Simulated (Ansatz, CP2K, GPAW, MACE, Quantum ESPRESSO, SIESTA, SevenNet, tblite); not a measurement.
# CP2K on amorphous Zn12Cd27Se39 (78 atoms): settings against a plane-wave reference

Wanted: CP2K inputs and outputs for amorphous Zn12Cd27Se39 (78 atoms), checked against a plane-wave reference.

Program: CP2K 2026.2. Level of theory: the method is named at each step. Results are calculated unless marked as measured.

## (1) The starting structure

The cell holds 78 atoms: 12 Zn, 27 Cd and 39 Se. Cell: a = 12.774 Å, b = 12.774 Å, c = 12.774 Å, α = 90.0°, β = 90.0°, γ = 90.0°. 78 atoms (12 Zn, 27 Cd, 39 Se) placed at random at 5.5 g/cm³, melted at 2500 K for 10 ps at fixed volume with the Stillinger-Weber II-VI potential (Zhou et al., Phys. Rev. B 88, 085309 (2013)). Quenched from 2500 K to 100 K at 50 K/ps and fixed volume, held 5 ps. Then every atom was moved at random, 0.02 Å r.m.s. a Cartesian component.

The yardstick, on the same geometry:

```
method                 : Kohn-Sham DFT, PBE, SSSP efficiency 1.3.0 pseudopotentials, plane waves (Quantum ESPRESSO 7.5); sssp-pbe-1.3.0-efficiency, cutoffs 45/360 Ry, Γ point
r.m.s. force component : 0.4128 eV/Å
longest force          : 1.662 eV/Å
pressure               : 0.6703 GPa
time                   : 28 min on 1 thread of Arm Neoverse V2, shared host
CPU time               : 28 min
```

## (2) PBE, DZVP-MOLOPT-SR, 800/50 Ry, diagonalisation

Method: Kohn-Sham DFT, PBE, GTH-PBE pseudopotentials, Gaussian and plane waves, DZVP-MOLOPT-SR-GTH, diagonalisation.

Input file input.inp:

```
&GLOBAL
  PROJECT cell
  RUN_TYPE ENERGY_FORCE
  PRINT_LEVEL LOW
&END GLOBAL
&FORCE_EVAL
  METHOD QS
  STRESS_TENSOR ANALYTICAL
  &DFT
    BASIS_SET_FILE_NAME BASIS_MOLOPT
    POTENTIAL_FILE_NAME GTH_POTENTIALS
    &MGRID
      CUTOFF 800
      REL_CUTOFF 50
      NGRIDS 5
    &END MGRID
    &QS
      EPS_DEFAULT 1.0E-12
    &END QS
    &SCF
      SCF_GUESS ATOMIC
      EPS_SCF 5.0E-06
      MAX_SCF 200
      ADDED_MOS 14
      &DIAGONALIZATION
        ALGORITHM STANDARD
      &END DIAGONALIZATION
      &SMEAR ON
        METHOD FERMI_DIRAC
        ELECTRONIC_TEMPERATURE [K] 580
      &END SMEAR
      &MIXING
        METHOD BROYDEN_MIXING
        ALPHA 0.3
        NBROYDEN 12
      &END MIXING
      &PRINT
        &RESTART OFF
        &END RESTART
      &END PRINT
    &END SCF
    &XC
      &XC_FUNCTIONAL PBE
      &END XC_FUNCTIONAL
    &END XC
    &PRINT
      &MULLIKEN ON
      &END MULLIKEN
      &HIRSHFELD ON
        SHAPE_FUNCTION DENSITY
      &END HIRSHFELD
      &MO ON
        EIGENVALUES T
        OCCUPATION_NUMBERS T
        MO_INDEX_RANGE 340 363
        &EACH
          QS_SCF 0
        &END EACH
        ADD_LAST NUMERIC
      &END MO
    &END PRINT
  &END DFT
  &SUBSYS
    &CELL
      A 12.77450 0.00000 0.00000
      B 0.00000 12.77450 0.00000
      C 0.00000 0.00000 12.77450
    &END CELL
    &TOPOLOGY
      COORD_FILE_NAME structure.xyz
      COORD_FILE_FORMAT XYZ
    &END TOPOLOGY
    &KIND Zn
      BASIS_SET DZVP-MOLOPT-SR-GTH-q12
      POTENTIAL GTH-PBE-q12
    &END KIND
    &KIND Cd
      BASIS_SET DZVP-MOLOPT-SR-GTH-q12
      POTENTIAL GTH-PBE-q12
    &END KIND
    &KIND Se
      BASIS_SET DZVP-MOLOPT-SR-GTH-q6
      POTENTIAL GTH-PBE-q6
    &END KIND
  &END SUBSYS
  &PRINT
    &FORCES ON
    &END FORCES
    &STRESS_TENSOR ON
    &END STRESS_TENSOR
  &END PRINT
&END FORCE_EVAL
```

Input file structure.xyz:

```xyz
78

Zn 9.02378 9.53859 4.57531
Zn 6.84764 4.45511 11.18765
Zn 9.72535 1.31284 10.14334
Zn 6.92020 0.79432 3.75902
Zn 2.48311 5.62410 8.14873
Zn 0.14882 3.88102 11.40265
Zn 10.33904 0.50970 5.53034
Zn 6.50695 0.55710 12.45641
Zn 5.85340 10.45631 2.40620
Zn 5.10814 3.73450 1.90315
Zn 2.67983 5.89007 3.90772
Zn 0.24565 12.40315 11.14115
Cd 7.00681 5.43849 4.69067
Cd 6.71159 9.11128 11.29930
Cd 9.62686 11.41798 1.07715
Cd 4.12348 2.36673 5.76283
Cd 9.98046 10.16735 9.58598
Cd 11.01328 6.66062 6.74698
Cd 9.39079 3.11826 1.04547
Cd 2.54890 1.11189 1.83940
Cd 4.74969 9.05623 5.63202
Cd 3.42344 2.45398 10.84785
Cd 5.23818 7.96733 1.82356
Cd 6.84394 11.77272 7.42646
Cd 7.92773 7.11527 1.50305
Cd 1.47341 12.55721 4.48053
Cd 3.07303 9.06849 9.14769
Cd 0.18945 3.28381 3.71138
Cd 0.77298 1.98810 7.97257
Cd 10.14525 6.45636 10.63004
Cd 7.93105 3.15645 7.50157
Cd 1.75713 9.55354 2.80055
Cd 0.42782 8.18743 10.47726
Cd 11.77592 6.75107 1.88807
Cd 3.31830 10.98390 12.31883
Cd 0.17463 10.48352 6.98944
Cd 3.18954 6.49238 12.37172
Cd 3.70895 11.85908 8.53426
Cd 7.23803 7.25068 8.08013
Se 9.92195 8.86218 2.18482
Se 11.03653 10.90265 5.17687
Se 3.95320 12.38475 5.83156
Se 3.51184 11.23121 1.99257
Se 4.72209 4.26017 12.33442
Se 6.92582 11.00268 4.65682
Se 7.56749 9.73621 8.99785
Se 4.42113 7.38034 7.74007
Se 7.09713 11.05263 0.38809
Se 9.37137 0.60411 3.04697
Se 3.24689 3.35854 8.25539
Se 9.89615 4.97605 8.45991
Se 11.57651 5.50862 4.12361
Se 11.78601 8.67222 8.37535
Se 12.00445 1.84528 1.79699
Se 1.67742 7.02955 1.89995
Se 5.60072 1.34401 1.83838
[... 18 atom lines left out ...]
Se 7.87420 6.69716 11.65213
Se 2.07279 9.33279 5.41192
Se 12.49819 11.33430 2.31793
Se 0.74373 10.28232 12.24270
```

Run with:

```console
$ OMP_NUM_THREADS=2 cp2k.psmp -i input.inp > output.txt
```

Numbers of over 12 decimals in the logs are rounded to 6 here.

The log of the run:

```text
CP2K| version string:                                       CP2K version 2026.2
 CP2K| Input file name                                                 input.inp
 GLOBAL| Basis set file name                                        BASIS_MOLOPT
 GLOBAL| Potential file name                                      GTH_POTENTIALS
 GLOBAL| Run type                                                   ENERGY_FORCE
 GLOBAL| Total number of message passing processes                             1
 GLOBAL| Number of threads for this process                                    2
 TOTAL NUMBERS AND MAXIMUM NUMBERS
  Total number of            - Atomic kinds:                                   3
                             - Atoms:                                         78
                             - Shell sets:                                    78
                             - Shells:                                       468
                             - Primitive Cartesian functions:                363
                             - Cartesian basis functions:                   1716
                             - Spherical basis functions:                   1482
  Maximum angular momentum of- Orbital basis functions:                        3
                             - Local part of the GTH pseudopotential:          0
                             - Non-local part of the GTH pseudopotential:      4
 SCF PARAMETERS         Density guess:                                    ATOMIC
                        max_scf:                                             200
                        eps_scf:                                        5.00E-06
                        added MOs                                        14    0
                        Mixing method:                            BROYDEN_MIXING
                                                charge density mixing in g-space
                        Smear method:                                FERMI_DIRAC
                        Electronic temperature [K]:                        580.0
                        Electronic temperature [a.u.]:                  1.84E-03
                        Accuracy threshold:                             1.00E-10
 Extrapolation method: initial_guess
 Number of electrons:                                                        702
 Number of occupied orbitals:                                                351
 Number of molecular orbitals:                                               365
 Number of orbital functions:                                               1482
 Number of independent orbital functions:                                   1482
 SCF WAVEFUNCTION OPTIMIZATION
  Step     Update method      Time    Convergence         Total energy    Change
     1 NoMix/Diag. 0.30E+00    7.1     1.62654973     -2341.9130647963 -2.34E+03
     2 Broy./Diag. 0.30E+00    9.1     0.74628589     -2338.6711015382  3.24E+00
     3 Broy./Diag. 0.30E+00    9.3     0.54850840     -2339.0107263440 -3.40E-01
     4 Broy./Diag. 0.30E+00    9.3     0.46655353     -2339.3392461281 -3.29E-01
[...]
18 Broy./Diag. 0.30E+00   10.6     0.00003393     -2338.9313845307  6.16E-05
    19 Broy./Diag. 0.30E+00   10.6     0.00000490     -2338.9313306231  5.39E-05
  *** SCF run converged in    19 steps ***
  Electronic density on regular grids:       -701.9999999999        0.0000000001
  Core density on regular grids:              701.9999999989       -0.0000000011
  Total charge density on r-space grids:       -0.0000000009
  Total charge density g-space grids:          -0.0000000009
  Overlap energy of the core charge distribution:               1.20369e-07
  Self energy of the core charge distribution:              -3726.547626
  Core Hamiltonian energy:                                   1130.517898
  Hartree energy:                                             624.822120
  Exchange-correlation energy:                               -367.714685
  Electronic entropic energy:                                  -0.00903866
  Fermi energy:                                                 0.137844
  Total energy:                                             -2338.931331
  Total energy (extrapolated to T->0):                      -2338.926811
 MO| EIGENVALUES AND OCCUPATION NUMBERS
 MO|
 MO|  Index      Eigenvalue [a.u.]        Eigenvalue [eV]             Occupation
 MO|    340               0.098494               2.680169               2.000000
 MO|    341               0.100191               2.726348               2.000000
 MO|    342               0.101117               2.751525               2.000000
[...]
MO|    362               0.194225               5.285144               0.000000
 MO|    363               0.196406               5.344472               0.000000
 MO| Sum:                                                             702.000000
 MO| E(Fermi):            0.137844 a.u.          3.750927 eV
 !-----------------------------------------------------------------------------!
                     Mulliken Population Analysis
 #  Atom  Element  Kind  Atomic population                           Net charge
       1     Zn       1         11.847627                              0.152373
       2     Zn       1         11.890839                              0.109161
       3     Zn       1         11.862025                              0.137975
[...]
77     Se       3          6.076479                             -0.076479
      78     Se       3          6.171231                             -0.171231
 # Total charge                            702.000000                  0.000000
 !-----------------------------------------------------------------------------!
 !-----------------------------------------------------------------------------!
                           Hirshfeld Charges
  #Atom  Element  Kind  Ref Charge     Population                    Net charge
      1       Zn     1      12.000         11.784                         0.216
      2       Zn     1      12.000         11.786                         0.214
      3       Zn     1      12.000         11.778                         0.222
[...]
77       Se     3       6.000          6.196                        -0.196
     78       Se     3       6.000          6.250                        -0.250
  Total Charge                                                            0.000
 !-----------------------------------------------------------------------------!
 ENERGY| Total FORCE_EVAL ( QS ) energy [hartree]          -2338.931312
 FORCES| Atomic forces [hartree/bohr]
 FORCES|   Atom     x               y               z               |f|
 FORCES|      1  4.39586861E-03 -1.27021544E-03 -6.63542358E-03   8.06014604E-03
 FORCES|      2  3.07076397E-03  2.51654033E-03 -1.06562697E-02   1.13718358E-02
 FORCES|      3 -1.01787058E-03 -2.33969634E-03  2.59561272E-03   3.63970396E-03
[...]
FORCES|     77  1.32138131E-02 -5.69236641E-03  6.88669496E-03   1.59510018E-02
 FORCES|     78 -2.74288684E-03 -1.02374621E-02 -1.91489708E-03   1.07701388E-02
 FORCES| Sum     1.70193284E-04 -6.86030871E-05 -7.46552557E-04
 FORCES| Total atomic force                                       7.68773606E-04
 STRESS| Analytical stress tensor [bar]
 STRESS|                        x                   y                   z
 STRESS|      x        2.06500059612E+04  -4.06432378842E+03   1.78346443097E+03
 STRESS|      y       -4.06432378842E+03   1.62561506892E+04  -5.41668116815E+03
 STRESS|      z        1.78346443097E+03  -5.41668116815E+03   2.00520543192E+04
 STRESS| 1/3 Trace                                             1.89860703232E+04
```

It took 3.7 min on 2 threads of Arm Neoverse V2, shared host; peak memory 9.1 GiB.

Banners, paths, timers and routine set-up lines are dropped from the logs unmarked, and long logs keep their key lines alone; longer cuts are marked.

Against the reference:

| Item | Value |
| --- | --- |
| r.m.s. force component | 0.4364 eV/Å |
| r.m.s. difference of force components | 35.89 meV/Å |
| longest difference of force vectors | 122 meV/Å |
| force difference over r.m.s. force | 8.696 % |
| slope of forces against the reference's | 1.055 |
| correlation of force components | 0.998 |
| pressure | 1.899 GPa |
| pressure difference | 1.228 GPa |

Length of the force difference by element (eV/Å):

| element | atoms | mean | most |
| --- | --- | --- | --- |
| Cd | 27 | 0.060 | 0.096 |
| Se | 39 | 0.051 | 0.12 |
| Zn | 12 | 0.073 | 0.11 |

A closer look about Cd23, whose charge lies farthest from its element's mean: 14 atoms, nearest first, numbered in the order of the input, with positions taken from that point.

| atom | x | y | z | distance (Å) | bonds | Hirshfeld charge (e) | Fx | Fy | Fz (eV/Å) |
| --- | --- | --- | --- | --- | --- | --- | --- | --- | --- |
| Cd23 | 0.00 | 0.00 | 0.00 | 0.00 | 1 | 0.14 | -0.19 | 0.18 | -0.46 |
| Se62 | -0.40 | -1.12 | 2.32 | 2.60 | 4 | -0.25 | 0.28 | -0.39 | 0.33 |
| Zn9 | 0.62 | 2.49 | 0.58 | 2.63 | 3 | 0.19 | 0.01 | 0.29 | 0.03 |
| Cd25 | 2.69 | -0.85 | -0.32 | 2.84 | 3 | 0.20 | 0.88 | 1.16 | -0.04 |
| Cd37 | -2.05 | -1.47 | -2.23 | 3.37 | 4 | 0.25 | -0.05 | -0.32 | 0.45 |
| Se60 | -1.02 | 0.74 | -3.16 | 3.41 | 4 | -0.25 | -0.06 | -0.36 | 0.68 |
| Se55 | -3.56 | -0.94 | 0.08 | 3.68 | 4 | -0.26 | 0.57 | 0.05 | -0.33 |
| Se43 | -1.73 | 3.26 | 0.17 | 3.70 | 4 | -0.22 | 0.83 | 0.50 | 1.49 |
| Cd14 | 1.47 | 1.14 | -3.30 | 3.79 | 4 | 0.25 | 0.30 | -0.02 | 0.78 |
| Se48 | 1.86 | 3.09 | -1.44 | 3.88 | 4 | -0.24 | 0.27 | 0.08 | -0.30 |
| Zn11 | -2.56 | -2.08 | 2.08 | 3.90 | 4 | 0.21 | -0.67 | -0.12 | 0.18 |
| Cd32 | -3.48 | 1.59 | 0.98 | 3.95 | 4 | 0.22 | -0.91 | -0.41 | -0.09 |
| Cd21 | -0.49 | 1.09 | 3.81 | 3.99 | 4 | 0.27 | -0.05 | 0.43 | 0.04 |
| Se68 | 2.29 | -3.25 | 0.32 | 3.99 | 4 | -0.25 | -0.57 | -0.56 | 0.58 |

Forces lie 8.7 % from the reference's, at 0.23 times its CPU time (on 2 against 1 cores).

## (3) PBE, DZVP-MOLOPT-SR, 560/50 Ry, diagonalisation

Method: Kohn-Sham DFT, PBE, GTH-PBE pseudopotentials, Gaussian and plane waves, DZVP-MOLOPT-SR-GTH, diagonalisation.

input.inp, as its differences from that of step 2:

```diff
@@ -12,5 +12,4 @@
     &MGRID
-      CUTOFF 800
+      CUTOFF 560
       REL_CUTOFF 50
-      NGRIDS 5
     &END MGRID
```

structure.xyz is that of step 2.

The log of the run:

```text
CP2K| version string:                                       CP2K version 2026.2
 CP2K| Input file name                                                 input.inp
 GLOBAL| Basis set file name                                        BASIS_MOLOPT
 GLOBAL| Potential file name                                      GTH_POTENTIALS
[... lines left out ...]
 Number of electrons:                                                        702
[... lines left out ...]
  Step     Update method      Time    Convergence         Total energy    Change
[... lines left out ...]
  *** SCF run converged in    19 steps ***
[... lines left out ...]
  Fermi energy:                                                 0.137844
  Total energy:                                             -2338.931448
  Total energy (extrapolated to T->0):                      -2338.926929
[... lines left out ...]
 MO| E(Fermi):            0.137844 a.u.          3.750930 eV
[... lines left out ...]
 ENERGY| Total FORCE_EVAL ( QS ) energy [hartree]          -2338.931430
[... lines left out ...]
 FORCES|      1  3.02706989E-03 -2.03697117E-04 -8.37719140E-03   8.90965658E-03
 FORCES|      2  1.64405115E-03  2.30397930E-03 -8.99977640E-03   9.43436272E-03
 FORCES|      3  1.07538592E-03 -3.02981188E-03  2.20537247E-03   3.89870269E-03
[...]
FORCES|     77  1.32139257E-02 -5.69270532E-03  6.88729069E-03   1.59514733E-02
 FORCES|     78 -2.74223665E-03 -1.02395320E-02 -1.91429361E-03   1.07718335E-02
 FORCES| Sum    -2.46352092E-04  2.24057354E-03  3.51682259E-03
 FORCES| Total atomic force                                       4.17718808E-03
 STRESS| Analytical stress tensor [bar]
 STRESS|                        x                   y                   z
 STRESS|      x        2.06464530137E+04  -4.06585629229E+03   1.78350100521E+03
 STRESS|      y       -4.06585629229E+03   1.62670946728E+04  -5.41682218254E+03
 STRESS|      z        1.78350100521E+03  -5.41682218254E+03   2.00889464371E+04
 STRESS| 1/3 Trace                                             1.90008313746E+04
```

Elapsed: 3.1 min, on 2 threads; peak memory 5.8 GiB.

Numbers from this run, and their distance from the reference:

* r.m.s. force component: 0.4348 eV/Å
* r.m.s. difference of force components: 37.5 meV/Å
* longest difference of force vectors: 122 meV/Å
* force difference over r.m.s. force: 9.085 %
* slope of forces against the reference's: 1.051
* correlation of force components: 0.9974
* pressure: 1.9 GPa
* pressure difference: 1.23 GPa
* energy less the same-level run's: -0.0411 meV/atom
* r.m.s. force difference from the same-level run: 26.7 meV/Å

Against the first run (8.7 %), the force difference from the reference is 9.1 %, at 0.86 times the CPU time.

## (4) The ladder

Differences are against the plane-wave reference, forces as r.m.s. over components; share is that over the reference's r.m.s. force, slope the least-squares factor from reference forces to these. Total energies of different programs have different zeros and aren't compared.

| run | Δ force, r.m.s. (meV/Å) | share (%) | slope | Δ pressure (GPa) | cores | CPU time | memory (GiB) |
| --- | --- | --- | --- | --- | --- | --- | --- |
| reference | - | - | - | - | 1 | 28 min | 4.9 |
| CP2K PBE, DZVP-MOLOPT-SR, 800/50 Ry, diagonalisation | 35.9 | 8.70 | 1.055 | 1.23 | 2 | 6.6 min | 9.1 |
| CP2K PBE, DZVP-MOLOPT-SR, 560/50 Ry, diagonalisation (coarse) | 37.5 | 9.08 | 1.051 | 1.23 | 2 | 5.7 min | 5.8 |

Rows marked coarse were listed beforehand as settings not expected to be converged; some can still land near the reference.

CPU time is summed over cores on a shared host, where runs went side by side, so it is rough. Symmetry, cutoffs, thresholds, outputs and thread counts weren't matched or tuned between programs; memory under MPI is the largest rank's times the ranks.

Mean charges by element (e), by run and scheme:

| run | scheme | Zn | Cd | Se |
| --- | --- | --- | --- | --- |
| CP2K PBE, DZVP-MOLOPT-SR, 800/50 Ry, diagonalisation | Mulliken | +0.13 | +0.23 | -0.20 |
| CP2K PBE, DZVP-MOLOPT-SR, 800/50 Ry, diagonalisation | Hirshfeld | +0.22 | +0.25 | -0.24 |
| CP2K PBE, DZVP-MOLOPT-SR, 560/50 Ry, diagonalisation | Mulliken | +0.13 | +0.23 | -0.20 |
| CP2K PBE, DZVP-MOLOPT-SR, 560/50 Ry, diagonalisation | Hirshfeld | +0.22 | +0.25 | -0.24 |

Within one program, basis, potentials and functional, energies share a zero. Each run against its twin at the usual cutoff or grid and solver:

| run | twin | Δ energy (meV/atom) | Δ force, r.m.s. (meV/Å) | CPU time over the twin's |
| --- | --- | --- | --- | --- |
| CP2K PBE, DZVP-MOLOPT-SR, 560/50 Ry, diagonalisation | DZVP-MOLOPT-SR, 800/50 Ry, diagonalisation | -0.0411 | 26.7 | 0.86 |

## (5) Summary of results

```yaml
nearest_in_forces: CP2K PBE, DZVP-MOLOPT-SR, 800/50 Ry, diagonalisation, 8.7 %
its_cpu_time: 6.6 min
```

The PBE run in local orbitals, coarse settings apart, differs by 8.7 % (CP2K PBE, DZVP-MOLOPT-SR, 800/50 Ry, diagonalisation); basis, grid and potentials can all enter. Runs with settings chosen to be coarse differ by 9.1 % (CP2K PBE, DZVP-MOLOPT-SR, 560/50 Ry, diagonalisation), their programs' other errors included. Of the electronic-structure runs that take under half the reference's CPU time, CP2K PBE, DZVP-MOLOPT-SR, 800/50 Ry, diagonalisation comes nearest, at 8.7 % in 6.6 min against 28 min. Charges hang on scheme and program or settings: among these rows the mean for Zn runs from +0.13 to +0.22 e. The potentials hold different valence shells: 798 electrons in the reference, 702 in CP2K with DZVP-MOLOPT-SR; this bears on time and differences. The reference's pressure holds the uncorrected Pulay stress of its 45 Ry basis, so small pressure differences, and their order, may be the reference's own error. The quench rate of 50 K/ps is many orders above laboratory rates, so the cell is likely richer in defects and strain than a real sample. The network of bonds at the start is that of the classical potential that made the cell, and needn't be the one that DFT or experiment would give. The electronic-structure runs sample only Γ, in a cell whose shortest periodic width is 13 Å, which is coarse for a cell with partly filled levels.

[Also dropped from logs without a mark: logging warnings of Python, and SIESTA's first energy breakdown and zero terms.]

[Logs are printed without paths, hosts, clocks, repeated set-up lines and the standing remarks that a program may print on its own settings, such as how far it seeks lower states.]

[Hosts, paths, dates, database ids (printed as entryN), source tags and the programs' standing remarks are cut or masked in the printed files.]
